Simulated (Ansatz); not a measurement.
# What LiHgBr3 (built on the sites of a database entry of CsHgF3) distorts into, part 2 of 2

Which phase does LiHgBr3 (built on the sites of a database entry of CsHgF3) fall into along its unstable mode, and how much energy does it gain?

Ansatz 0.2.0; DFT PBEsol, scalar-relativistic, plane waves, PAW.

So far, highest frequency on the path or at a solved wavevector (cm⁻¹): step 2 (phonons on a q mesh) 185. Also lowest frequency on the path (cm⁻¹): step 2 -170.

The structure was built from a prototype and need not be the compound's stable phase.

## Step 5: Energy along the mode, all amplitudes (two of the runs are shown above)

An imaginary frequency means negative curvature, so the energy should fall and then rise again as anharmonic terms take over.

This step gave:

* depth at the lowest point sampled: 27.01 meV/atom
* largest atomic shift at that point: 0.6 Å

Energy from the parent against largest atomic shift:

| largest atomic shift (Å) | energy from the parent (meV/atom) |
| --- | --- |
| 0.000 | 0 |
| 0.040 | -0.125 |
| 0.080 | -0.502 |
| 0.140 | -1.53 |
| 0.220 | -3.78 |
| 0.320 | -7.94 |
| 0.450 | -15.5 |
| 0.600 | -27.0 |

Displacement at unit largest shift by atom:

| atom | x (Å) | y (Å) | z (Å) | size |
| --- | --- | --- | --- | --- |
| Li1 | 0.000 | 0.707 | -0.707 | 1.000 |
| Li2 | 0.000 | -0.707 | 0.707 | 1.000 |
| Hg3 | 0.000 | 0.000 | 0.000 | 0.000 |
| Hg4 | 0.000 | 0.000 | 0.000 | 0.000 |
| Br5 | 0.000 | -0.042 | 0.042 | 0.059 |
| Br6 | 0.000 | 0.042 | -0.042 | 0.059 |
| Br7 | 0.042 | 0.000 | 0.000 | 0.042 |
| Br8 | -0.042 | 0.000 | 0.000 | 0.042 |
| Br9 | -0.042 | 0.000 | 0.000 | 0.042 |
| Br10 | 0.042 | 0.000 | 0.000 | 0.042 |

The lowest of the steps tried is the last one, at 0.6 Å, 27.0 meV/atom below the parent; the bottom of the well need not coincide with a step.

## Step 6: Relaxing from the distorted cell

Starting from the lowest point found, all atoms and the cell are let go, so that strain and other modes of the same symmetry can join in.

The input, input.yaml:

```yaml
crystal:
  lattice:
    - [5.4589240501, 5.4589240501, 0.0]
    - [5.4589240501, 0.0, 5.4589240501]
    - [5.4589240501, 0.0, -5.4589240501]
  atoms:
    - { symbol: Li, position: [0.0777193573, 0.4222806427, 0.5] }
    - { symbol: Li, position: [-0.0777193573, 0.0777193573, 1.0] }
    - { symbol: Hg, position: [0.5, 0.25, 0.75] }
    - { symbol: Hg, position: [0.5, 0.75, 0.25] }
    - { symbol: Br, position: [0.4953872166, 0.0046127834, 0.5] }
    - { symbol: Br, position: [0.5046127834, 0.4953872166, 0.0] }
    - { symbol: Br, position: [0.0, 0.0023063917, 0.5023063917] }
    - { symbol: Br, position: [0.0, 0.4976936083, -0.0023063917] }
    - { symbol: Br, position: [0.5, 0.4976936083, 0.4976936083] }
    - { symbol: Br, position: [0.5, 0.0023063917, 0.0023063917] }
kpoints:
  mp_grid: { grid: [8, 8, 8] }
hamiltonian:
  xc: pbesol
scf:
  occupations: { method: methfessel_paxton, width: 0.2 }
output:
  forces: true
  stress: true
  eigenvalues: true
relax:
  adjacent_minimum: "off"
  f_tol: 0.002
  max_steps: 120
  cell: { stress_tol: 0.03 }
```

Started as:

```sh
ansatz run input.yaml --threads 8 --pin off --max-ram 14336MiB --backend cpu --events-out ev --progress --plain --runs-dir out
```

Numbers of over 12 decimals in the logs are rounded to 6 here.

What it wrote:

```text
[...]
Crystal: 10 atoms, lattice volume = 325.350 Å³
Basis set: ecut = 420 eV, 6375 PW (Γ), exchange–correlation on 108×108×108 points (8 copies of the dense FFT grid, shifted against one another)
Bands: 54, of which v1, the nominal top of the filled ones, is band 44 counted from 1 (43 counted from 0)
Symmetry: 8 space group operations
[...]
k-points: 95 of 512
[...]
SCF iter   1: F=—  HF=-44166.892699 eV  |F-HF|=—  |Δ(HF+E_count)|=         —  Δρ=1.96e-3  dr2=1.50e-2  ethr=1.77e-3  ⟨swp⟩=9.2  Hψ=24204  notcnv=0
[...]
SCF iter   7: F=-44166.894111 eV  HF=-44166.894111 eV  |F-HF|=2.82e-8  |Δ(HF+E_count)|=   1.01e-7  S|Δr|=    0.00e0  Δρ=2.71e-6  dr2=3.31e-8  ethr=1.14e-10  ⟨swp⟩=11.9  Hψ=25639  notcnv=0
SCF 1 converged in 7 iterations: F = -44166.894111 eV  dr2 = 3.31e-8
[...]
relax step   1: F+E_penalty+E_count = -44166.89411080 eV  Δ(F+E_penalty+E_count) = +0.000e0 eV  max|allowed force component| = 2.788e-1 eV/Å  Δτ_max = 0.0000 Å  P = +0.059 GPa  Ω = 325.350 Å³  (7 SCF iters, dr2 threshold 1.00e-7 eV, accepted)
Crystal: 10 atoms, lattice volume = 330.082 Å³
Basis set: ecut = 420 eV, 6399 PW (Γ), exchange–correlation on 108×108×108 points (8 copies of the dense FFT grid, shifted against one another)
[...]
SCF iter   6: F=-44167.193365 eV  HF=-44167.193365 eV  |F-HF|=1.50e-7  |Δ(HF+E_count)|=   2.17e-6  S|Δr|=    0.00e0  Δρ=4.99e-6  dr2=1.08e-7  ethr=1.14e-9  ⟨swp⟩=9.7  Hψ=24165  notcnv=0
SCF 2 converged in 6 iterations: F = -44167.193365 eV  dr2 = 1.08e-7
relax step   2: F+E_penalty+E_count = -44167.19336531 eV  Δ(F+E_penalty+E_count) = -2.993e-1 eV  max|allowed force component| = 3.747e-1 eV/Å  Δτ_max = 0.1949 Å  P = -0.254 GPa  Ω = 330.082 Å³  energy of the carried Pulay correction = -4.512e-4 eV  (6 SCF iters, dr2 threshold 1.00e-6 eV, accepted)
Crystal: 10 atoms, lattice volume = 331.031 Å³
Basis set: ecut = 420 eV, 6447 PW (Γ), exchange–correlation on 108×108×108 points (8 copies of the dense FFT grid, shifted against one another)
[...]
SCF iter   6: F=-44167.459815 eV  HF=-44167.459814 eV  |F-HF|=1.10e-7  |Δ(HF+E_count)|=   2.93e-6  S|Δr|=    0.00e0  Δρ=3.17e-6  dr2=4.39e-8  ethr=1.14e-9  ⟨swp⟩=9.8  Hψ=24233  notcnv=0
SCF 3 converged in 6 iterations: F = -44167.459815 eV  dr2 = 4.39e-8
relax step   3: F+E_penalty+E_count = -44167.45981460 eV  Δ(F+E_penalty+E_count) = -2.664e-1 eV  max|allowed force component| = 3.658e-1 eV/Å  Δτ_max = 0.1948 Å  P = -0.181 GPa  Ω = 331.031 Å³  energy of the carried Pulay correction = -5.409e-4 eV  (6 SCF iters, dr2 threshold 1.00e-6 eV, accepted)
[... from here on, the SCF cycles and remarks between the steps are left out ...]
relax step   4: F+E_penalty+E_count = -44167.69238469 eV  Δ(F+E_penalty+E_count) = -2.326e-1 eV  max|allowed force component| = 2.215e-1 eV/Å  Δτ_max = 0.1972 Å  P = +0.052 GPa  Ω = 331.774 Å³  energy of the carried Pulay correction = -6.110e-4 eV  (6 SCF iters, dr2 threshold 1.00e-6 eV, accepted)
relax step   5: F+E_penalty+E_count = -44167.86279736 eV  Δ(F+E_penalty+E_count) = -1.704e-1 eV  max|allowed force component| = 3.107e-1 eV/Å  Δτ_max = 0.1956 Å  P = +0.216 GPa  Ω = 332.732 Å³  energy of the carried Pulay correction = -7.011e-4 eV  (6 SCF iters, dr2 threshold 1.00e-6 eV, accepted)
relax step   6: F+E_penalty+E_count = -44168.15826852 eV  Δ(F+E_penalty+E_count) = -2.955e-1 eV  max|allowed force component| = 2.774e-1 eV/Å  Δτ_max = 0.1928 Å  P = -0.099 GPa  Ω = 332.935 Å³  energy of the carried Pulay correction = -7.202e-4 eV  (6 SCF iters, dr2 threshold 1.00e-6 eV, accepted)
relax step   7: F+E_penalty+E_count = -44168.47923882 eV  Δ(F+E_penalty+E_count) = -3.210e-1 eV  max|allowed force component| = 3.387e-1 eV/Å  Δτ_max = 0.2000 Å  P = +0.040 GPa  Ω = 326.323 Å³  energy of the carried Pulay correction = -9.326e-5 eV  (7 SCF iters, dr2 threshold 1.00e-6 eV, accepted)
relax step   8: F+E_penalty+E_count = -44168.63843466 eV  Δ(F+E_penalty+E_count) = -1.592e-1 eV  max|allowed force component| = 1.505e-1 eV/Å  Δτ_max = 0.1946 Å  P = -0.209 GPa  Ω = 321.962 Å³  energy of the carried Pulay correction = +3.272e-4 eV  (6 SCF iters, dr2 threshold 1.00e-6 eV, accepted)
relax step   9: F+E_penalty+E_count = -44168.69392678 eV  Δ(F+E_penalty+E_count) = -5.549e-2 eV  max|allowed force component| = 7.427e-2 eV/Å  Δτ_max = 0.1426 Å  P = +0.206 GPa  Ω = 312.645 Å³  energy of the carried Pulay correction = +1.245e-3 eV  (6 SCF iters, dr2 threshold 1.00e-6 eV, accepted)
relax step  10: F+E_penalty+E_count = -44168.71518805 eV  Δ(F+E_penalty+E_count) = -2.126e-2 eV  max|allowed force component| = 2.154e-2 eV/Å  Δτ_max = 0.1219 Å  P = -0.039 GPa  Ω = 311.614 Å³  energy of the carried Pulay correction = +1.348e-3 eV  (6 SCF iters, dr2 threshold 4.47e-7 eV, accepted)
relax step  11: F+E_penalty+E_count = -44168.71619412 eV  Δ(F+E_penalty+E_count) = -1.006e-3 eV  max|allowed force component| = 1.022e-2 eV/Å  Δτ_max = 0.0131 Å  P = -0.020 GPa  Ω = 311.573 Å³  energy of the carried Pulay correction = +1.352e-3 eV  (6 SCF iters, dr2 threshold 4.54e-8 eV, accepted)
relax step  12: F+E_penalty+E_count = -44168.71643038 eV  Δ(F+E_penalty+E_count) = -2.363e-4 eV  max|allowed force component| = 4.605e-3 eV/Å  Δτ_max = 0.0072 Å  P = +0.026 GPa  Ω = 311.495 Å³  energy of the carried Pulay correction = +1.360e-3 eV  (6 SCF iters, dr2 threshold 1.95e-8 eV, accepted)
relax step  13: F+E_penalty+E_count = -44168.71644572 eV  Δ(F+E_penalty+E_count) = -1.534e-5 eV  max|allowed force component| = 2.437e-4 eV/Å  Δτ_max = 0.0023 Å  P = -0.003 GPa  Ω = 311.685 Å³  energy of the carried Pulay correction = +1.341e-3 eV  (5 SCF iters, dr2 threshold 4.14e-9 eV, accepted)
[...]
SCF iter   5: F=-44168.714922 eV  HF=-44168.714922 eV  |F-HF|=8.73e-11  |Δ(HF+E_count)|=   2.00e-9  S|Δr|=    0.00e0  Δρ=7.65e-8  dr2=2.92e-11  ethr=1.00e-12  ⟨swp⟩=11.6  Hψ=26025  notcnv=0
SCF 14 converged in 5 iterations: F = -44168.714922 eV  dr2 = 2.92e-11
relax step  14: F+E_penalty+E_count = -44168.71492183 eV  Δ(F+E_penalty+E_count) = +1.524e-3 eV  max|allowed force component| = 2.134e-4 eV/Å  Δτ_max = 0.0000 Å  P = -0.001 GPa  Ω = 311.685 Å³  stress off target by 2.36e-3 GPa  SCF on the basis re-selected at this cell (its energy is not comparable with the rows above)  (5 SCF iters)
basis re-selected at this cell: Δ(F+E_penalty+E_count) = +1.524e-3 eV, ΔP = +0.001 GPa vs the last step (what re-selecting the basis moved, of the pressure what is left beyond the Pulay correction that the steps carried, after the strain that the cell walked since its last selection, with what the two solves' SCF thresholds leave and, on support functions, any second-order correction that the steps lacked; it is no m [...]
SCF converged after 5 iterations
[...]
Free energy (F): -44168.714922 eV
[...]
Internal energy: -44168.721543 eV  (E = F + TS)
E sigma→0 (E₀):  -44168.716577 eV
Entropy (-TS):   0.006621 eV (0.662 meV/atom)
Fermi energy:    2.503454 eV
[...]
--- Forces (eV/Å), atoms counted from 1 ---
  atom   1  Li     0.00000000     0.00012066    -0.00012066
  atom   2  Li     0.00000000    -0.00012066     0.00012066
  atom   3  Hg     0.00000000     0.00000000     0.00000000
  atom   4  Hg     0.00000000    -0.00000000     0.00000000
  atom   5  Br     0.00000000    -0.00001824     0.00001824
  atom   6  Br     0.00000000     0.00001824    -0.00001824
  atom   7  Br     0.00021335     0.00000000     0.00000000
  atom   8  Br    -0.00021335     0.00000000     0.00000000
  atom   9  Br    -0.00021335     0.00000000    -0.00000000
  atom  10  Br     0.00021335     0.00000000    -0.00000000
  max |Σ_I F_I| component: 4.01e-18 eV/Å
--- Stress (GPa, compression-positive) ---
       -0.001013       0.000000       0.000000
        0.000000      -0.001733       0.000628
        0.000000       0.000628      -0.001733
  P = ⅓ Tr σ = -0.0015 GPa (-0.015 kbar)
--- Band table (eV; the first three rows and the last of 95) ---
  k-point 0: bands = [... 40 lower, 1.7529, 1.8290, 2.3028, 2.4614, 2.6714, 6.8826, 7.0821, 7.2973, ... 6 higher]
  k-point 1: bands = [... 40 lower, 1.7016, 1.7750, 2.1530, 2.3824, 2.8478, 6.5291, 7.2741, 7.4552, ... 6 higher]
  k-point 2: bands = [... 40 lower, 1.6743, 1.6746, 1.9034, 2.1527, 3.2710, 5.8889, 7.6306, 8.0139, ... 6 higher]
  k-point 94: bands = [... 40 lower, 1.5399, 1.6122, 1.7512, 2.2654, 4.9007, 5.2235, 7.7168, 8.2109, ... 6 higher]
--- Relaxed structure (13 steps of the walk, 13 accepted, 1 SCFs on fresh bases) ---
  F+E_penalty+E_count = -44168.71492183 eV   max|allowed force component| = 2.134e-4 eV/Å   (the final SCF, on the basis selected at the relaxed cell)
  cell:  # Å, volume = 311.6854 Å³
    - [5.284432, 5.432759, -0.154804]
    - [5.284432, -0.154804, 5.432759]
    - [5.284432, 0.154804, -5.432759]
  atoms:
    - { symbol: Li, position: [0.244438, 0.255562, 0.5] }
    - { symbol: Li, position: [-0.244438, 0.244438, 1.0] }
    - { symbol: Hg, position: [0.5, 0.250000, 0.750000] }
    - { symbol: Hg, position: [0.5, 0.750000, 0.250000] }
    - { symbol: Br, position: [0.593729, -0.093729, 0.5] }
    - { symbol: Br, position: [0.406271, 0.593729, -1.1102230246251565e-16] }
    - { symbol: Br, position: [0.0, 0.069757, 0.569757] }
    - { symbol: Br, position: [0.0, 0.430243, -0.069757] }
    - { symbol: Br, position: [0.5, 0.430243, 0.430243] }
    - { symbol: Br, position: [0.5, 0.069757, 0.069757] }
```

The job ended after 2.5 min (8 threads of Arm Neoverse V2, shared host; peak memory 1.9 GiB; 20 min of CPU time).

Step by step:

| step | energy less that of the first step (eV) | largest force component (eV/Å) | pressure (GPa) | volume (Å³) |
| --- | --- | --- | --- | --- |
| 1 | 0.0000 | 0.2788 | 0.06 | 325.35 |
| 2 | -0.2993 | 0.3747 | -0.25 | 330.08 |
| 3 | -0.5657 | 0.3658 | -0.18 | 331.03 |
| 4 | -0.7983 | 0.2215 | 0.05 | 331.77 |
| 5 | -0.9687 | 0.3107 | 0.22 | 332.73 |
| 6 | -1.2642 | 0.2774 | -0.10 | 332.94 |
| 7 | -1.5851 | 0.3387 | 0.04 | 326.32 |
| 8 | -1.7443 | 0.1505 | -0.21 | 321.96 |
| 9 | -1.7998 | 0.0743 | 0.21 | 312.64 |
| 10 | -1.8211 | 0.0215 | -0.04 | 311.61 |
| 11 | -1.8221 | 0.0102 | -0.02 | 311.57 |
| 12 | -1.8223 | 0.0046 | 0.03 | 311.49 |
| 13 | -1.8223 | 0.0002 | 0.00 | 311.69 |
| 14* | -1.8208 | 0.0002 | 0.00 | 311.69 |

Relaxation steps marked * repeat the geometry before them on a plane-wave basis chosen anew for their cell, so energy and pressure can jump there.

Forces are held to the 8 operations that the run works with; a distortion that breaks them can't arise in this run.

| conventional cell, symmetrised | before | after | change |
| --- | --- | --- | --- |
| a (Å) | 7.720 | 7.464 | -3.3 % |
| b (Å) | 10.918 | 10.569 | -3.2 % |
| c (Å) | 7.720 | 7.902 | +2.4 % |
| volume (Å³/atom) | 32.54 | 31.17 | -4.2 % |

The atoms that moved most (Å, as changes of fractional coordinates times the final cell):

| atom | dx | dy | dz | length |
| --- | --- | --- | --- | --- |
| Li1 | 0.000 | 0.932 | -0.932 | 1.317 |
| Li2 | 0.000 | -0.932 | 0.932 | 1.317 |
| Br5 | 0.000 | 0.549 | -0.549 | 0.777 |
| Br6 | 0.000 | -0.549 | 0.549 | 0.777 |
| Br7 | 0.713 | 0.000 | 0.000 | 0.713 |
| Br10 | 0.713 | 0.000 | 0.000 | 0.713 |
| Br8 | -0.713 | 0.000 | 0.000 | 0.713 |
| Br9 | -0.713 | 0.000 | 0.000 | 0.713 |

The relaxed structure:

```xyz
10
Lattice="5.2844 5.4328 -0.1548 5.2844 -0.1548 5.4328 5.2844 0.1548 -5.4328" Properties=species:S:1:pos:R:3 pbc="T T T"
Li    5.2844    1.3658   -1.3658
Li    5.2844   -1.2110   -4.0669
Hg    7.9266    2.7938   -2.7938
Hg    7.9266    2.6390    2.6390
Br    5.2844    3.3175   -3.3175
Br    5.2844    2.1153    3.1627
Br    3.3795    0.0774   -2.7164
Br    1.9050   -0.0774    2.7164
Br    7.1894    2.7164   -0.0774
Br    3.3795    2.7164   -0.0774
```

This step gave:

```
pressure          : -0.001493 GPa
volume per atom   : 31.17 Å³
gap on the k-mesh : 0.2100 eV
```

The distorted start has space group Imma; the relaxation ends in Imma.

## Step 7: The phases reached

The phases reached along the modes that were followed are set side by side.

Energies are those of the first relaxation, on the mesh of the frozen mode; space group, volume and gap are those of the last relaxation. Phases, by row:

| mode frozen in | space group | energy from parent (meV/atom) | volume (Å³/atom) | gap on mesh (eV) | lowest zone-centre optical mode (cm⁻¹) | largest shift (Å) |
| --- | --- | --- | --- | --- | --- | --- |
| parent | Pm-3m | 0 | 32.53 | 0 | – | – |
| q = (0, 0, 0), 170i cm⁻¹ | R3m | -153.8 | 34.24 | 0 | -19.8 | 1.54 |
| q = (0, 0, 0), 170i cm⁻¹ | Amm2 | -251 | 37.39 | 1.683 | -23.9 | 2.108 |
| q = (-0.5, -0.5, -0.5), 169i cm⁻¹ | I4/mmm | -119.5 | 33.73 | 0 | – | 1.398 |
| q = (-0.5, -0.5, -0.5), 169i cm⁻¹ | R-3m | -148.9 | 34.28 | 0 | – | 1.884 |
| q = (-0.5, -0.5, -0.5), 169i cm⁻¹ | Imma | -209.4 | 31.17 | 0.21 | – | 1.932 |

## Step 8: Results

| Property | Result |
| --- | --- |
| unstable mode of the parent | q = (-0.5, -0.5, -0.5), 168i cm⁻¹ |
| depth at the lowest point sampled | 27.0 meV/atom |
| largest atomic shift at that point | 0.6 Å |
| space group reached (within 0.01 Å) | Imma |
| energy gained over the parent (first relaxation, on the mesh of the frozen mode) | 209 meV/atom |
| volume per atom, phase reached | 31.2 Å³ |
| gap on the k-mesh, phase reached | 0.210 eV |

In words: Along this mode the structure falls into Imma, 209 meV/atom below the parent. At the parent's cell the well is 27.01 meV/atom deep on the steps tried, with its lowest point at a shift of 0.6 Å. That is the last step tried, so the steps alone don't bracket the bottom of the well. Relaxing atoms and cell changes the gain by +182.41 meV/atom against the lowest step (energies at zero smearing). Most of the total comes from this relaxation. The modes of the phase reached were not computed on this path. Of the 5 patterns followed to their end from this parent, this one ends 41.6 meV/atom above the lowest, Amm2. Each path keeps the symmetry of its pattern, so a lower phase may lie along a pattern not tried. With no gap, or one that is small against the smearing, the frequencies hang on the k mesh and the smearing, most of all near Kohn anomalies. Spin-orbit coupling is left out, which can matter for the heavy elements here. The starting cell was built on a prototype and not taken from a measurement, so the phase need not exist.

[Logs are printed without paths, hosts, clocks, repeated set-up lines and the standing remarks that a program may print on its own settings, such as how far it seeks lower states.]

[Hosts, paths, dates, database ids (printed as entryN), source tags and the programs' standing remarks are cut or masked in the printed files.]
